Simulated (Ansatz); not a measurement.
# W wire of staggered 6-rings about a central row: bands by functional and under strain, part 2 of 3

What gap, if any, does the W wire of staggered 6-rings about a central row have, and how does it change with the functional and under strain?

Ansatz 0.2.0; DFT PBE, plane waves, PAW; relaxation of a wire's period (the session's first sound run).

So far. Step 2 (Relaxing the period): The cell's length comes to 4.971 Å with no moment.

## 3. Bands of the perfect wire

This step: DFT PBE, plane waves, PAW; bands of a perfect wire (Ansatz 0.2.0).

At the relaxed period the bands are computed along the axis; those that cross an energy going forward count the channels that a perfect wire would open there.

Contents of input.yaml:

```yaml
crystal:
  lattice:
    - [12.291, 0.0, 0.0]
    - [0.0, 12.291, 0.0]
    - [0.0, 0.0, 4.9709954095]
  atoms:
    - { symbol: W, position: [0.284097323, 0.499983771, 0.0] }
    - { symbol: W, position: [0.395653216, 0.677770831, 0.0] }
    - { symbol: W, position: [0.395653216, 0.322196711, 0.0] }
    - { symbol: W, position: [0.604314326, 0.677770831, 0.0] }
    - { symbol: W, position: [0.604314326, 0.322196711, 0.0] }
    - { symbol: W, position: [0.715870219, 0.499983771, 0.0] }
    - { symbol: W, position: [0.499983771, 0.499983771, 0.25] }
    - { symbol: W, position: [0.322196711, 0.604314326, 0.5] }
    - { symbol: W, position: [0.322196711, 0.395653216, 0.5] }
    - { symbol: W, position: [0.499983771, 0.715870219, 0.5] }
    - { symbol: W, position: [0.499983771, 0.284097323, 0.5] }
    - { symbol: W, position: [0.677770831, 0.604314326, 0.5] }
    - { symbol: W, position: [0.677770831, 0.395653216, 0.5] }
    - { symbol: W, position: [0.499983771, 0.499983771, 0.75] }
kpoints:
  mp_grid: { grid: [1, 1, 17] }
  band_path: { path: ["Γ", Z], npoints: 50 }
scf:
  occupations: { method: fermi_dirac, width: 0.05 }
hamiltonian:
  xc: pbe
output:
  dos: { e_range: [-5, 4] }
  write_potential: true
  write_density: true
  volumetric_format: npy
  elf: true
```

On the command line:

```sh
$ ansatz run input.yaml --threads 4 --pin off --max-ram 16384MiB --backend cpu --events-out ev --progress --plain --runs-dir out
```

Numbers of over 12 decimals in the logs are rounded to 6 here.

Log:

```text
[...]
Crystal: 14 atoms, lattice volume = 750.962 Å³
Basis set: ecut = 420 eV, 14665 PW (Γ)
Bands: 118, of which v1, the nominal top of the filled ones, is band 98 counted from 1 (97 counted from 0)
Symmetry: 16 space group operations
[...]
k-points: 9 of 17
[...]
SCF iter   1: F=—  HF=-145361.888374 eV  |F-HF|=—  |Δ(HF+E_count)|=         —  Δρ=7.63e-3  dr2=2.46e0  ethr=1.77e-3  ⟨swp⟩=9.7  Hψ=5108  notcnv=0
[...]
SCF iter   9: F=-145361.694010 eV  HF=-145361.694010 eV  |F-HF|=1.54e-9  |Δ(HF+E_count)|=   3.98e-8  Δρ=1.04e-6  dr2=1.80e-8  ethr=5.10e-11  ⟨swp⟩=6.8  Hψ=3007  notcnv=0
SCF 1 converged in 9 iterations: F = -145361.694010 eV  dr2 = 1.80e-8
[...]
NSCF: frozen V_eff on 51 k-points
WARN: The output density's exchange-correlation potential varies sharply where the density is thin. Do not read a vacuum level from v_tot or v_xc, or from such a field of the output density. On a cell that repeats whose density bears no net charge and no dipole along the vacuum's axis use v_es (v_loc + v_h of the components); under efield.dipole_correction with no amplitude use v_es + v_field, which holds any externa [...]
SCF converged after 9 iterations
Free energy (F): -145361.694010 eV
[...]
Internal energy: -145361.557015 eV  (E = F + TS)
E sigma→0 (E₀):  -145361.625513 eV
Entropy (-TS):   -0.136995 eV (-9.785 meV/atom)
Fermi energy:    3.869381 eV
[...]
--- Band table (eV; the first three rows and the last of 9) ---
  k-point 0: bands = [... 94 lower, 3.2063, 3.3061, 3.3061, 3.4609, 3.4835, 4.1532, 4.1532, 4.2046, ... 16 higher]
  k-point 1: bands = [... 94 lower, 3.3019, 3.4674, 3.4674, 3.5081, 3.5275, 4.1332, 4.1332, 4.2313, ... 16 higher]
  k-point 2: bands = [... 94 lower, 3.4603, 3.5836, 3.6845, 3.7596, 3.7596, 4.0377, 4.0377, 4.1217, ... 16 higher]
  k-point 8: bands = [... 94 lower, 3.3629, 3.4020, 3.4930, 3.6601, 3.9937, 4.0053, 4.0446, 4.6265, ... 16 higher]
```

Elapsed: 61 s, on 4 threads of Intel Xeon Platinum 8375C at 2.90GHz (Ice Lake), shared host; peak memory 3.4 GiB.

This step gave:

```yaml
energy_at_zero_smearing: -145361.6255 eV
band_gap: 0 eV
```

Electronic bands along the path, in eV, zero at the Fermi level; # counts the bands kept:

```tsv
point	#39	#40	#41	#42	#43	#44	#45	#46
Γ	-0.66	-0.56	-0.56	-0.41	-0.39	0.28	0.28	0.34
halfway	-0.01	-0.01	0.02	0.02	0.18	0.18	0.18	0.27
Z	-0.49	-0.49	-0.30	-0.30	0.13	0.13	0.44	0.44
```

Valence density in the ca plane at fractional y = 0.500, with atoms of W within 0.2 Å of it. It is the smooth field of the valence electrons, not physical close to the nuclei.

Ten even steps from '_' (0.0 e/Å³) to '@' (5.0 e/Å³), each cell a mean:
```
____________________________
____________________________
____________________________
____________________________
____________________________
##==..__________________::**
%%@@--..______________..**@@
%%**::______....______..--##
::..______________________..
____________________________
__..--++++::..__..--++++::..
..--%%@@@@**::..--@@@@@@**::
..::##@@@@++....::##@@%%++..
____..::::..______..::::..__
____________________________
==::..________..________..--
@@%%--________..______..++@@
@@%%--________________..++@@
==::____________________..--
____________________________
____________________________
____________________________
____________________________
____________________________
```
Columns run along c (5.0 Å), rows up along a (12.3 Å). Atoms in or near the plane, at fractional coordinates: W at (0.00, 0.28), W at (0.00, 0.72), W at (0.25, 0.50), W at (0.75, 0.50).

ELF in the ca plane at fractional y = 0.500, with atoms of W within 0.2 Å of it. It is the smooth field of the valence electrons, not physical close to the nuclei.

Values, 24 rows by 14 columns, each cell a mean:
```
0.01 0.01 0.01 0.01 0.01 0.01 0.01 0.01 0.01 0.01 0.01 0.01 0.01 0.01
0.03 0.04 0.06 0.08 0.10 0.09 0.08 0.08 0.09 0.10 0.09 0.07 0.05 0.04
0.06 0.08 0.14 0.23 0.29 0.27 0.22 0.21 0.24 0.28 0.27 0.19 0.11 0.07
0.07 0.10 0.18 0.35 0.47 0.44 0.36 0.34 0.39 0.47 0.43 0.27 0.13 0.08
0.23 0.16 0.18 0.36 0.56 0.53 0.44 0.41 0.48 0.56 0.49 0.27 0.15 0.19
0.64 0.58 0.34 0.34 0.55 0.54 0.44 0.42 0.48 0.57 0.47 0.29 0.45 0.63
0.16 0.61 0.55 0.35 0.51 0.49 0.43 0.41 0.45 0.52 0.43 0.39 0.66 0.41
0.55 0.61 0.37 0.30 0.47 0.46 0.43 0.43 0.44 0.48 0.40 0.28 0.50 0.61
0.33 0.27 0.25 0.36 0.45 0.47 0.46 0.46 0.46 0.47 0.42 0.30 0.24 0.30
0.40 0.32 0.25 0.24 0.27 0.35 0.46 0.50 0.42 0.30 0.26 0.24 0.27 0.36
0.35 0.27 0.44 0.58 0.54 0.34 0.31 0.36 0.28 0.44 0.58 0.54 0.35 0.28
0.37 0.52 0.63 0.26 0.41 0.66 0.41 0.37 0.51 0.64 0.25 0.42 0.66 0.40
0.35 0.43 0.63 0.49 0.56 0.56 0.35 0.35 0.41 0.63 0.48 0.57 0.58 0.34
0.38 0.25 0.28 0.40 0.37 0.26 0.35 0.41 0.29 0.29 0.40 0.36 0.24 0.30
0.33 0.31 0.29 0.30 0.36 0.44 0.49 0.50 0.47 0.40 0.33 0.29 0.29 0.32
0.49 0.37 0.24 0.33 0.46 0.46 0.44 0.44 0.45 0.47 0.42 0.27 0.28 0.44
0.34 0.64 0.49 0.32 0.48 0.47 0.43 0.42 0.44 0.49 0.41 0.34 0.61 0.53
0.35 0.63 0.50 0.35 0.53 0.51 0.43 0.41 0.46 0.55 0.45 0.36 0.62 0.52
0.57 0.42 0.25 0.35 0.56 0.54 0.45 0.42 0.49 0.58 0.48 0.27 0.30 0.50
0.11 0.11 0.18 0.37 0.53 0.51 0.42 0.39 0.45 0.54 0.48 0.28 0.13 0.10
0.07 0.09 0.17 0.31 0.41 0.38 0.31 0.29 0.33 0.40 0.37 0.25 0.13 0.08
0.05 0.07 0.11 0.17 0.21 0.19 0.16 0.15 0.18 0.21 0.20 0.14 0.09 0.06
0.02 0.03 0.04 0.05 0.05 0.05 0.04 0.04 0.04 0.05 0.05 0.04 0.03 0.02
0.01 0.01 0.01 0.01 0.01 0.01 0.01 0.00 0.01 0.01 0.01 0.01 0.01 0.01
```
Columns run along c (5.0 Å), rows up along a (12.3 Å). Atoms in or near the plane, at fractional coordinates: W at (0.00, 0.28), W at (0.00, 0.72), W at (0.25, 0.50), W at (0.75, 0.50).

Electrostatic potential energy in the ca plane at fractional y = 0.500, with atoms of W within 0.2 Å of it. With pseudopotentials it is smooth inside the atoms' cores, unlike the true potential.

Ten even steps from '0' (-62 eV) to '9' (8 eV), each cell a mean:
```
99999999999999
99999999999999
99999999999999
99999999999999
78899999999987
13689999999852
00489998999720
12689988899741
67899988999886
98888899988889
87433588743358
74100267510026
85200378510037
88655788865578
88889999999888
45799988899864
01589988899730
01589999999730
45799999999864
88999999999998
99999999999999
99999999999999
99999999999999
99999999999999
```
Columns run along c (5.0 Å; values clipped at the 3rd and 97th percentile), rows up along a (12.3 Å). Atoms in or near the plane, at fractional coordinates: W at (0.00, 0.28), W at (0.00, 0.72), W at (0.25, 0.50), W at (0.75, 0.50).

Between Γ and Z the bands cross the Fermi level 11 times, so a perfect wire would conduct at least 11 G₀, with spin left out.

## 4. Another level of theory, k-mesh 1×1×13

This step: DFT LDA, plane waves, PAW; bands of a perfect wire at the PBE geometry (Ansatz 0.2.0).

The atoms stay at the PBE geometry and the functional changes. At fixed atoms LDA and the gradient-corrected functionals usually give like bands; this run checks that. Against the first PBE run of this kind, the mesh along the wire has 13 points against 17.

input.yaml, as its differences from that of step 3:

```diff
@@ -21,3 +21,3 @@
 kpoints:
-  mp_grid: { grid: [1, 1, 17] }
+  mp_grid: { grid: [1, 1, 13] }
   band_path: { path: ["Γ", Z], npoints: 50 }
@@ -26,8 +26,2 @@
 hamiltonian:
-  xc: pbe
-output:
-  dos: { e_range: [-5, 4] }
-  write_potential: true
-  write_density: true
-  volumetric_format: npy
-  elf: true
+  xc: lda
```

Log:

```text
[...]
Crystal: 14 atoms, lattice volume = 750.962 Å³
Basis set: ecut = 420 eV, 14665 PW (Γ)
Bands: 118, of which v1, the nominal top of the filled ones, is band 98 counted from 1 (97 counted from 0)
Symmetry: 16 space group operations
[...]
k-points: 7 of 13
[...]
SCF iter   1: F=—  HF=-141789.431170 eV  |F-HF|=—  |Δ(HF+E_count)|=         —  Δρ=8.80e-3  dr2=3.60e0  ethr=1.77e-3  ⟨swp⟩=9.4  Hψ=3901  notcnv=0
[...]
SCF iter   9: F=-141789.127930 eV  HF=-141789.127930 eV  |F-HF|=2.79e-9  |Δ(HF+E_count)|=   5.62e-9  Δρ=1.03e-6  dr2=1.37e-8  ethr=5.10e-11  ⟨swp⟩=7.1  Hψ=2369  notcnv=0
SCF 1 converged in 9 iterations: F = -141789.127930 eV  dr2 = 1.37e-8
[...]
SCF converged after 9 iterations
Free energy (F): -141789.127930 eV
[...]
Internal energy: -141788.962256 eV  (E = F + TS)
E sigma→0 (E₀):  -141789.045093 eV
Entropy (-TS):   -0.165675 eV (-11.834 meV/atom)
Fermi energy:    3.590356 eV
[...]
--- Band table (eV; the first three rows and the last of 7) ---
  k-point 0: bands = [... 94 lower, 2.9338, 3.0054, 3.0054, 3.1620, 3.1882, 3.8593, 3.8593, 3.8686, ... 16 higher]
  k-point 1: bands = [... 94 lower, 3.0781, 3.2042, 3.2409, 3.2409, 3.2986, 3.8242, 3.8242, 3.9143, ... 16 higher]
  k-point 2: bands = [... 94 lower, 3.3003, 3.3347, 3.5335, 3.6181, 3.6181, 3.6510, 3.6510, 3.7728, ... 16 higher]
  k-point 6: bands = [... 94 lower, 3.0765, 3.1219, 3.1623, 3.3813, 3.6360, 3.6916, 3.6982, 4.3600, ... 16 higher]
```

Elapsed: 51 s, on 4 threads; peak memory 3.1 GiB.

Numbers from this step:

```
energy at zero smearing : -141789.0451 eV
```

The electronic bands at the labelled points (eV, zero at the Fermi level; # counts the bands kept):

```tsv
point	#39	#40	#41	#42	#43	#44	#45	#46
Γ	-0.66	-0.58	-0.58	-0.43	-0.40	0.27	0.27	0.28
halfway	-0.04	0.00	0.00	0.01	0.16	0.19	0.19	0.28
Z	-0.50	-0.50	-0.33	-0.33	0.09	0.09	0.42	0.42
```

Bands cross the Fermi level, as under PBE at the relaxed period.

## 5. Another level of theory, k-mesh 1×1×13 (run 2)

This step: DFT PBEsol, plane waves, PAW; bands of a perfect wire at the PBE geometry (Ansatz 0.2.0).

The atoms stay at the PBE geometry and the functional changes. At fixed atoms LDA and the gradient-corrected functionals usually give like bands; this run checks that. Against the first PBE run of this kind, the mesh along the wire has 13 points against 17.

input.yaml, as its differences from that of step 4:

```diff
@@ -26,2 +26,2 @@
 hamiltonian:
-  xc: lda
+  xc: pbesol
```

Log:

```text
[...]
Crystal: 14 atoms, lattice volume = 750.962 Å³
Basis set: ecut = 420 eV, 14665 PW (Γ)
Bands: 118, of which v1, the nominal top of the filled ones, is band 98 counted from 1 (97 counted from 0)
Symmetry: 16 space group operations
[...]
k-points: 7 of 13
[...]
--- Band table (eV; the first three rows and the last of 7) ---
  k-point 0: bands = [... 94 lower, 3.0997, 3.1914, 3.1914, 3.3547, 3.3739, 4.0491, 4.0491, 4.0771, ... 16 higher]
  k-point 1: bands = [... 94 lower, 3.2421, 3.4156, 3.4331, 3.4331, 3.4637, 4.0120, 4.0120, 4.0981, ... 16 higher]
  k-point 2: bands = [... 94 lower, 3.4614, 3.5431, 3.6969, 3.7801, 3.7801, 3.8458, 3.8458, 3.9604, ... 16 higher]
  k-point 6: bands = [... 94 lower, 3.2550, 3.3012, 3.3627, 3.5787, 3.8374, 3.8938, 3.9053, 4.5299, ... 16 higher]
[key lines of the parts left out:]
SCF converged after 9 iterations
Free energy (F): -143563.927365 eV
Fermi energy:    3.772305 eV
```

Run time: 52 s. Hardware: 4 threads; peak memory 3.1 GiB.

Electronic bands along the path, in eV, zero at the Fermi level; # counts the bands kept:

```tsv
point	#39	#40	#41	#42	#43	#44	#45	#46
Γ	-0.67	-0.58	-0.58	-0.42	-0.40	0.28	0.28	0.30
halfway	-0.02	-0.01	0.00	0.00	0.17	0.17	0.17	0.26
Z	-0.51	-0.51	-0.31	-0.31	0.11	0.11	0.43	0.43
```

Bands cross the Fermi level, as under PBE at the relaxed period.

## 6. Levels at the same atoms, cutoff 500 eV, k-mesh 1×1×13

This step: DFT r2SCAN, plane waves, PAW; bands of a perfect wire at the PBE geometry (Ansatz 0.2.0).

The atoms stay at the PBE geometry and the functional changes. r2SCAN also reads the kinetic-energy density; it often gives larger moments and wider gaps than PBE, at a higher cost. Against the first PBE run of this kind, the cutoff is 500 eV against 420 and the mesh along the wire has 13 points against 17.

input.yaml, as its differences from that of step 5:

```diff
@@ -26,2 +26,2 @@
 hamiltonian:
-  xc: pbesol
+  xc: r2scan
```

Log:

```text
[...]
Crystal: 14 atoms, lattice volume = 750.962 Å³
Basis set: ecut = 500 eV, 19039 PW (Γ), exchange–correlation on 360×360×160 points (64 copies of the dense FFT grid, shifted against one another)
Bands: 118, of which v1, the nominal top of the filled ones, is band 98 counted from 1 (97 counted from 0)
Symmetry: 16 space group operations
[...]
k-points: 7 of 13
[...]
--- Band table (eV; the first three rows and the last of 7) ---
  k-point 0: bands = [... 94 lower, 3.0676, 3.2234, 3.2234, 3.3367, 3.4923, 4.1061, 4.1061, 4.1915, ... 16 higher]
  k-point 1: bands = [... 94 lower, 3.2099, 3.4463, 3.4988, 3.4988, 3.5353, 4.0570, 4.0570, 4.1159, ... 16 higher]
  k-point 2: bands = [... 94 lower, 3.4358, 3.6625, 3.6854, 3.7703, 3.7703, 3.9408, 3.9408, 4.0155, ... 16 higher]
  k-point 6: bands = [... 94 lower, 3.2466, 3.2964, 3.4339, 3.6635, 3.9155, 4.0248, 4.0529, 4.5568, ... 16 higher]
[key lines of the parts left out:]
SCF converged after 9 iterations
Free energy (F): -145534.145486 eV
Fermi energy:    3.812624 eV
```

Wall time 99 s (4 threads); peak memory 4.8 GiB.

Bands cross the Fermi level, as under PBE at the relaxed period.

## 7. With spin-orbit coupling, k-mesh 1×1×11

This step: DFT PBE, plane waves, fully relativistic PAW; bands of a perfect wire with spin-orbit coupling (Ansatz 0.2.0).

Spin-orbit coupling mixes the spins and splits bands that cross or touch without it, so it can open or close channels. Fully relativistic datasets take the place of the scalar ones. Against the first PBE run of this kind, the mesh along the wire has 11 points against 17.

input.yaml, as its differences from that of step 6:

```diff
@@ -21,3 +21,3 @@
 kpoints:
-  mp_grid: { grid: [1, 1, 13] }
+  mp_grid: { grid: [1, 1, 11] }
   band_path: { path: ["Γ", Z], npoints: 50 }
@@ -26,2 +26,6 @@
 hamiltonian:
-  xc: r2scan
+  xc: pbe
+  pseudopotentials: { kind: paw_fr }
+magnetization:
+  noncollinear: true
+  spin_orbit: true
```

Log:

```text
[...]
non-collinear run that drives no moment, with spin-orbit: no starting moment large enough to seed its density (crystal.atoms[].spin), no starting occupations that ask for one, no magnetisation constraint and no magnetic field, so the semilocal B_xc is pinned to zero
Crystal: 14 atoms, lattice volume = 750.962 Å³
Basis set: ecut = 420 eV, 14665 PW (Γ)
[...]
k-point 0: bands = [... 192 lower, 3.3806, 3.3806, 3.4792, 3.4792, 3.5271, 3.5271, 3.8632, 3.8632, ... 36 higher]
  k-point 1: bands = [... 192 lower, 3.5813, 3.5813, 3.6052, 3.6052, 3.6316, 3.6316, 3.8587, 3.8587, ... 36 higher]
  k-point 2: bands = [... 192 lower, 3.7140, 3.7140, 3.7647, 3.7647, 3.7793, 3.7793, 3.9936, 3.9936, ... 36 higher]
  k-point 5: bands = [... 192 lower, 3.5504, 3.5504, 3.6812, 3.6812, 3.9147, 3.9147, 4.1324, 4.1324, ... 36 higher]
[key lines of the parts left out:]
SCF converged after 10 iterations
Magnetization: |M| = 0.0000 μB,  M = (+0.0000, +0.0000, +0.0000) μB
Free energy (F): -145707.014157 eV
Fermi energy:    3.826197 eV
```

Run time: 14 min. Hardware: 4 threads; peak memory 12 GiB.

Numbers from this step:

```
energy at zero smearing : -145706.9514 eV
```

The electronic bands at the labelled points (eV, zero at the Fermi level; # counts the bands kept):

```tsv
point	#35	#36	#37	#38	#39	#40	#41	#42
Γ	-0.65	-0.65	-0.45	-0.45	-0.35	-0.35	-0.30	-0.30
halfway	-0.02	-0.02	0.03	0.03	0.11	0.11	0.18	0.18
Z	-0.48	-0.48	-0.24	-0.24	-0.24	-0.24	0.30	0.30
```

Bands cross the Fermi level, as under PBE at the relaxed period, with no moment.

[end of part 2 of 3]

[Logs are printed without paths, hosts, clocks, repeated set-up lines and the standing remarks that a program may print on its own settings, such as how far it seeks lower states.]

[Hosts, paths, dates, database ids (printed as entryN), source tags and the programs' standing remarks are cut or masked in the printed files.]
